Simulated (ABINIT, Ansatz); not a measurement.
**CdH2O2 (P-3m1): changed settings of a GW run in ABINIT**

What do changed inputs do to GW on CdH2O2 (P-3m1)?

Calculated with ABINIT 10.8.3; PBEsol and many-body steps on it, plane waves.

### 1. Set-up

It takes space group P-3m1 (No. 164, trigonal). Conventional cell: a = 3.516 Å, b = 3.516 Å, c = 4.643 Å, α = 90.00°, β = 90.00°, γ = 120.00°. Nearest to Cd lie 6 O at 2.32 Å. Nearest to H lie 1 O at 0.97 Å. Nearest to O lie 1 H at 0.97 Å and 3 Cd at 2.32 Å. Farther neighbours and most contacts between anions are not listed.

The cell and positions are those that the Materials Project relaxed with its own functionals (PBE, PBE+U or r2SCAN), kept fixed.

### 2. Screening, 3×3×2 mesh, 49 bands, screening to 114.3 eV

This step: ABINIT 10.8.3; RPA screening on PBEsol, plane waves, norm-conserving pseudopotentials.

The RPA dielectric matrix is built and inverted for each q.

Contents of run.abi:

```
acell 3*1.0 Angstrom
rprim 
  3.515525964753 0.000000000011 0.000000000000
  -1.757762982386 3.044534793135 0.000000000000
  0.000000000000 0.000000000000 4.642979290000
ntypat 3
znucl 48 1 8
natom 5
typat 1 2 2 3 3
xred 
  0.000000000000 0.000000000000 0.000000000000
  0.666666666667 0.333333333333 0.550960720000
  0.333333333333 0.666666666667 0.449039280000
  0.666666666667 0.333333333333 0.759372000000
  0.333333333333 0.666666666667 0.240628000000
pp_dirpath "pseudos"
pseudos "Cd.upf, H.upf, O.upf"
ecut 47
ngkpt 3 3 2
nshiftk 1
shiftk 0 0 0
kptopt 1
chksymbreak 0
istwfk *1
occopt 1
irdwfk 1
optdriver 3
nband 49
ecuteps 4.2
inclvkb 2
awtr 1
symchi 1
indata_prefix "in"
outdata_prefix "out"
tmpdata_prefix "tmp"
```

Command:

```console
OMP_NUM_THREADS=1 mpirun -n 4 abinit run.abi > log
```

The program printed:

```text
.Version 10.8.3 of ABINIT. v10.8.2 released Aug 2026.

 Symmetries : space group P-3 m 1 (#164); Bravais hP (primitive hexag.)
[... echo of the input left out ...]
== DATASET  1 ==================================================================
-   mpi_nproc: 4, omp_nthreads: 1 (-1 if OMP is not activated)

--- !DatasetInfo
iteration_state: {dtset: 1, }
dimensions: {natom: 5, nkpt: 6, mband: 49, nsppol: 1, nspinor: 1, nspden: 1, mpw: 5160, }
cutoff_energies: {ecut:  47.0, pawecutdg:  -1.0, }
electrons: {nelect:   3.40000000E+01, charge:   0.00000000E+00, occopt:   1.00000000E+00, tsmear:   1.00000000E-02, }

 SCREENING: Calculation of the susceptibility and dielectric matrices

 Based on a program developped by R.W. Godby, V. Olevano, G. Onida, and L. Reining.
 Incorporated in ABINIT by V. Olevano, G.-M. Rignanese, and M. Torrent.
.Using double precision arithmetic ; gwpc =  8

[... cell and pseudopotentials left out ...]
--------------------------------------------------------------------------------

 ==== K-mesh for the wavefunctions ====
 Number of points in the irreducible wedge :     6
[... list of points left out ...]
 Together with 12 symmetry operations and time-reversal symmetry
 yields    18 points in the full Brillouin Zone.

 ==== Q-mesh for the screening function ====
 Number of points in the irreducible wedge :     6
[... list of points left out ...]
 Together with 12 symmetry operations and time-reversal symmetry
 yields    18 points in the full Brillouin Zone.

 setmesh: FFT mesh size selected  =    24x   24x   36
          total number of points  =        20736

 vcoul_init : cutoff-mode = AUXILIARY_FUNCTION
 q-points for optical limit:   1
     1)      0.000010    0.000020    0.000030

- screening: taking advantage of time-reversal symmetry
- Maximum band index for partially occupied states nbvw = 17
- Remaining bands to be divided among processors   nbcw = 32
- Number of bands treated by each node ~8

 Number of electrons calculated from density =   34.0000; Expected =   34.0000
 average of density, n =  0.101385
 r_s =    1.3304
 omega_plasma =   30.7145 [eV]

 calculating chi0 at frequencies [eV] :
  1    0.000000E+00    0.000000E+00
  2    0.000000E+00    3.071445E+01

--------------------------------------------------------------------------------
  q-point number  1        q = ( 0.000000, 0.000000, 0.000000) [r.l.u.]
--------------------------------------------------------------------------------
[... chi0 elements left out ...]
 For q-point:  0.000010 0.000020 0.000030
  dielectric constant =   3.9088
  dielectric constant without local fields =   4.1180

  Average fulfillment of the sum rule on Im[epsilon] for q-point    1 :     31.93  [%]
[... wings left out ...]
  q-point number  2        q = ( 0.333333, 0.000000, 0.000000) [r.l.u.]
--------------------------------------------------------------------------------
[... chi0 elements left out ...]
  Average fulfillment of the sum rule on Im[epsilon] for q-point    2 :     40.91  [%]

 [... 4 further q-points ...]
```

It took 6.3 s on 4 MPI ranks of Arm Neoverse V2, shared host; peak memory 0.65 GiB.

This step gave:

- ε∞ with local fields, on this mesh, along the program's q direction: 3.909
- the same without local fields: 4.118
- plasma frequency: 30.71 eV
- plane waves in the screening matrix: 135

Local fields lower ε∞ by 5 %. On a Γ-centred mesh this coarse the value itself is usually too large, while a short band sum pulls it down.

### 3. Base

The self-energy is evaluated for the states that the input lists, and the levels follow from it, in one-shot runs by the linearised quasiparticle equation.

This step: G0W0 on PBEsol, plane waves, norm-conserving pseudopotentials.

run.abi: that of step 2 with these lines changed.

```diff
@@ -26,8 +26,17 @@
 irdwfk 1
-optdriver 3
+optdriver 4
 nband 49
+gwcalctyp 0
+ecutsigx 47
+symsigma 1
+nkptgw 2
+kptgw 
+  0.0000000000 0.0000000000 0.5000000000
+  0.0000000000 0.0000000000 0.0000000000
+bdgw 
+  16 19
+  16 19
 ecuteps 4.2
-inclvkb 2
-awtr 1
-symchi 1
+irdscr 1
+ppmodel 1
 indata_prefix "in"
```

The program printed:

```text
.Version 10.8.3 of ABINIT. v10.8.2 released Aug 2026.

 Symmetries : space group P-3 m 1 (#164); Bravais hP (primitive hexag.)
[... echo of the input left out ...]
== DATASET  1 ==================================================================
-   mpi_nproc: 4, omp_nthreads: 1 (-1 if OMP is not activated)

--- !DatasetInfo
iteration_state: {dtset: 1, }
dimensions: {natom: 5, nkpt: 6, mband: 49, nsppol: 1, nspinor: 1, nspden: 1, mpw: 5160, }
cutoff_energies: {ecut:  47.0, pawecutdg:  -1.0, }
electrons: {nelect:   3.40000000E+01, charge:   0.00000000E+00, occopt:   1.00000000E+00, tsmear:   1.00000000E-02, }

 SIGMA: Calculation of the GW corrections

 Based on a program developped by R.W. Godby, V. Olevano, G. Onida, and L. Reining.
 Incorporated in ABINIT by V. Olevano, G.-M. Rignanese, and M. Torrent.
.Using double precision arithmetic ; gwpc =  8

[... cell and pseudopotentials left out ...]
--------------------------------------------------------------------------------

 ==== K-mesh for the wavefunctions ====
 Number of points in the irreducible wedge :     6
[... list of points left out ...]
 Together with 12 symmetry operations and time-reversal symmetry
 yields    18 points in the full Brillouin Zone.

 ==== Q-mesh for screening function ====
 Number of points in the irreducible wedge :     6
[... list of points left out ...]
 Together with 12 symmetry operations and time-reversal symmetry
 yields    18 points in the full Brillouin Zone.

 vcoul_init : cutoff-mode = AUXILIARY_FUNCTION
 q-points for optical limit:   1
     1)      0.000010    0.000020    0.000030
 setmesh: FFT mesh size selected  =    36x   36x   60
          total number of points  =        77760

 Number of electrons calculated from density =   34.0000; Expected =   34.0000
 average of density, n =  0.101385
 r_s =    1.3304
 omega_plasma =   30.7145 [eV]

 === KS Band Gaps ===
  >>>> For spin  1
   Minimum direct gap =   1.9829 [eV], located at k-point      :   0.0000  0.0000  0.0000
   Fundamental gap    =   1.7039 [eV], Top of valence bands at :   0.0000  0.0000  0.5000
                                       Bottom of conduction at :   0.0000  0.0000  0.0000
 SIGMA fundamental parameters:
 PLASMON POLE MODEL  1
 number of plane-waves for SigmaX                 5133
 number of plane-waves for SigmaC and W            135
 number of plane-waves for wavefunctions          5133
 number of bands                                    49
 number of independent spin polarizations            1
 number of spinorial components                      1
 number of k-points in IBZ                           6
 number of q-points in IBZ                           6
 number of symmetry operations                      12
 number of k-points in BZ                           18
 number of q-points in BZ                           18
 number of frequencies for dSigma/dE                 9
 frequency step for dSigma/dE [eV]                0.25
 number of omega for Sigma on real axis              0
 max omega for Sigma on real axis  [eV]           0.00
 zcut for avoiding poles [eV]                     0.10

 EPSILON^-1 parameters (SCR file):
 dimension of the eps^-1 matrix on file            135
 dimension of the eps^-1 matrix used               135
 number of plane-waves for wavefunctions          5133
 number of bands                                    49
 number of q-points in IBZ                           6
 number of frequencies                               2
 number of real frequencies                          1
 number of imag frequencies                          1

 matrix elements of self-energy operator (all in [eV])

 Perturbative Calculation

--- !SelfEnergy_ee
iteration_state: {dtset: 1, }
kpoint     : [   0.000,    0.000,    0.500, ]
spin       : 1
KS_gap     :    4.351
QP_gap     :    6.048
Delta_QP_KS:    1.697
data: !SigmaeeData |
     Band     E0 <VxcDFT>   SigX SigC(E0)      Z dSigC/dE  Sig(E)    E-E0       E
       16   3.042 -21.600 -27.187   4.959   0.793  -0.262 -22.098  -0.498   2.544
       17   3.042 -21.600 -27.187   4.959   0.793  -0.262 -22.098  -0.498   2.544
       18   7.393 -10.891  -6.212  -3.265   0.849  -0.178  -9.692   1.199   8.592
       19   7.401 -15.175 -10.155  -2.955   0.835  -0.198 -13.451   1.724   9.125

--- !SelfEnergy_ee
iteration_state: {dtset: 1, }
kpoint     : [   0.000,    0.000,    0.000, ]
spin       : 1
KS_gap     :    1.983
QP_gap     :    3.719
Delta_QP_KS:    1.736
data: !SigmaeeData |
     Band     E0 <VxcDFT>   SigX SigC(E0)      Z dSigC/dE  Sig(E)    E-E0       E
       16   2.763 -21.231 -26.899   4.954   0.792  -0.262 -21.796  -0.565   2.197
       17   2.763 -21.231 -26.899   4.954   0.792  -0.262 -21.796  -0.565   2.197
       18   4.745 -12.230  -7.885  -2.963   0.847  -0.181 -11.060   1.171   5.916
       19   9.234  -9.581  -4.726  -3.411   0.856  -0.169  -8.345   1.236  10.470

== END DATASET(S) ==============================================================
================================================================================

 -outvars: echo values of variables after computation  --------
           etotal      0.0000000000E+00
            nband          49
             nkpt           6
          spgroup         164
 [... the other variables as echoed above ...]

 Calculation completed.
```

Run time: 3 s. Hardware: 4 MPI ranks; peak memory 0.16 GiB.

Numbers from this step:

- G0W0 gap on the points computed: 3.372 eV
- starting gap on the mesh: 1.704 eV
- k of the valence top: 0, 0, 0.5
- k of the conduction bottom: 0, 0, 0
- Z at the valence top: 0.793
- Z at the conduction bottom: 0.847
- least direct G0W0 gap on the computed points: 3.719 eV

The gap on the mesh goes from 1.70 eV to 3.37 eV, a correction of +1.67 eV.

### 4. Exchange cutoff

run.abi: that of step 3 with these lines changed.

```diff
@@ -29,3 +29,3 @@
 gwcalctyp 0
-ecutsigx 47
+ecutsigx 7
 symsigma 1
```

The program printed:

```text
.Version 10.8.3 of ABINIT. v10.8.2 released Aug 2026.

 Symmetries : space group P-3 m 1 (#164); Bravais hP (primitive hexag.)
[... echo of the input left out ...]
== DATASET  1 ==================================================================
-   mpi_nproc: 4, omp_nthreads: 1 (-1 if OMP is not activated)

--- !DatasetInfo
iteration_state: {dtset: 1, }
dimensions: {natom: 5, nkpt: 6, mband: 49, nsppol: 1, nspinor: 1, nspden: 1, mpw: 5160, }
cutoff_energies: {ecut:  47.0, pawecutdg:  -1.0, }
electrons: {nelect:   3.40000000E+01, charge:   0.00000000E+00, occopt:   1.00000000E+00, tsmear:   1.00000000E-02, }

 SIGMA: Calculation of the GW corrections

 Based on a program developped by R.W. Godby, V. Olevano, G. Onida, and L. Reining.
 Incorporated in ABINIT by V. Olevano, G.-M. Rignanese, and M. Torrent.
.Using double precision arithmetic ; gwpc =  8

[... cell and pseudopotentials left out ...]
--------------------------------------------------------------------------------

 ==== K-mesh for the wavefunctions ====
 Number of points in the irreducible wedge :     6
[... list of points left out ...]
 Together with 12 symmetry operations and time-reversal symmetry
 yields    18 points in the full Brillouin Zone.

 ==== Q-mesh for screening function ====
 Number of points in the irreducible wedge :     6
[... list of points left out ...]
 Together with 12 symmetry operations and time-reversal symmetry
 yields    18 points in the full Brillouin Zone.

 vcoul_init : cutoff-mode = AUXILIARY_FUNCTION
 q-points for optical limit:   1
     1)      0.000010    0.000020    0.000030
 setmesh: FFT mesh size selected  =    25x   25x   40
          total number of points  =        25000

 Number of electrons calculated from density =   34.0000; Expected =   34.0000
[...]
number of omega for Sigma on real axis              0
 max omega for Sigma on real axis  [eV]           0.00
 zcut for avoiding poles [eV]                     0.10

 EPSILON^-1 parameters (SCR file):
 dimension of the eps^-1 matrix on file            135
 dimension of the eps^-1 matrix used               135
 number of plane-waves for wavefunctions          5133
 number of bands                                    49
 number of q-points in IBZ                           6
 number of frequencies                               2
 number of real frequencies                          1
 number of imag frequencies                          1

 matrix elements of self-energy operator (all in [eV])

 Perturbative Calculation

--- !SelfEnergy_ee
iteration_state: {dtset: 1, }
kpoint     : [   0.000,    0.000,    0.500, ]
spin       : 1
KS_gap     :    4.351
QP_gap     :    4.986
Delta_QP_KS:    0.635
data: !SigmaeeData |
     Band     E0 <VxcDFT>   SigX SigC(E0)      Z dSigC/dE  Sig(E)    E-E0       E
       16   3.042 -21.600 -25.386   4.959   0.793  -0.262 -20.671   0.930   3.971
       17   3.042 -21.600 -25.386   4.959   0.793  -0.262 -20.671   0.930   3.971
       18   7.393 -10.891  -5.781  -3.265   0.849  -0.178  -9.326   1.565   8.958
[...]
--- !SelfEnergy_ee
iteration_state: {dtset: 1, }
kpoint     : [   0.000,    0.000,    0.000, ]
spin       : 1
KS_gap     :    1.983
QP_gap     :    2.767
Delta_QP_KS:    0.784
data: !SigmaeeData |
     Band     E0 <VxcDFT>   SigX SigC(E0)      Z dSigC/dE  Sig(E)    E-E0       E
[...]
18   4.745 -12.230  -7.355  -2.963   0.847  -0.181 -10.611   1.619   6.365
       19   9.234  -9.581  -4.439  -3.411   0.856  -0.169  -8.100   1.481  10.715

== END DATASET(S) ==============================================================
================================================================================

 -outvars: echo values of variables after computation  --------
           etotal      0.0000000000E+00
            nband          49
             nkpt           6
          spgroup         164
 [... the other variables as echoed above ...]

 Calculation completed.
```

Elapsed: 2.8 s, on 4 MPI ranks; peak memory 0.15 GiB.

This step gave:

```
G0W0 gap on the points computed              : 2.394 eV
starting gap on the mesh                     : 1.704 eV
k of the valence top                         : 0, 0, 0.5
k of the conduction bottom                   : 0, 0, 0
Z at the valence top                         : 0.793
Z at the conduction bottom                   : 0.847
least direct G0W0 gap on the computed points : 2.767 eV
```

(Part 1 of 2 ends here.)

[Paths, hosts, dates, memory and timing lines, banners, echoed tables and standing remarks are left out of the program output.]

[Logs are printed without paths, hosts, clocks, repeated set-up lines and the standing remarks that a program may print on its own settings, such as how far it seeks lower states.]

[Runs of the session that timed out or met a known fault of the program may be left out.]

[Hosts, paths, dates, database ids (printed as entryN), source tags and the programs' standing remarks are cut or masked in the printed files.]

[G0W0 gaps are taken among the corrected bands and points alone; a level outside them can change the order at an edge.]

[Where Ansatz stands beside ABINIT at settings called matched, ABINIT's density can come from a denser mesh and the files from another edition; pairs whose starting gaps differed by over 0.03 eV were left out, so agreement reads better than it is.]
